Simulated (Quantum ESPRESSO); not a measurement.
# Voltage at the next charge: K(110), 4 layers, one monolayer of Cl on longbridge sites against an electrode

Method. Quantum ESPRESSO 7.5, PBE, GBRV ultrasoft; ESM with bc3, a metal electrode 5.82 Å above the top atoms; cell area 19.341 Å²; ions fixed. V is the potential energy of an electron at the electrode over the slab's Fermi level, divided by e, so that it equals the work function at zero charge; positive charge removes electrons.

```tsv
charge (e a cell)	V (V)
0	3.286
0.029	4.867
0.058	6.474
```

To predict: What is V at a charge of 0.116 e, and what capacitance do the rows imply?

**Worked estimate.** The last two rows give dV/dq = (6.474 − 4.867)/(0.058 − 0.029) = 55.4 V/e, so C = 1602/(19.341 × 55.4) = 1.49 µF/cm², an effective gap of 8.854/1.49 = 5.92 Å. At constant C, V = 6.474 + 55.4 × 0.058 = 9.69 V.

**The withheld run.** V = 9.747 V; the estimate misses by −0.06 V, 1.8 % of the step. Over the three intervals C goes 1.52, 1.49 and 1.47 µF/cm²: it falls as electrons leave, the surface charge drawing back towards the atoms.

Caveats: Vacuum fills the gap; a dielectric or electrolyte would change C. The slab is thin.

[Logs are printed without paths, hosts, clocks, repeated set-up lines and the standing remarks that a program may print on its own settings, such as how far it seeks lower states.]
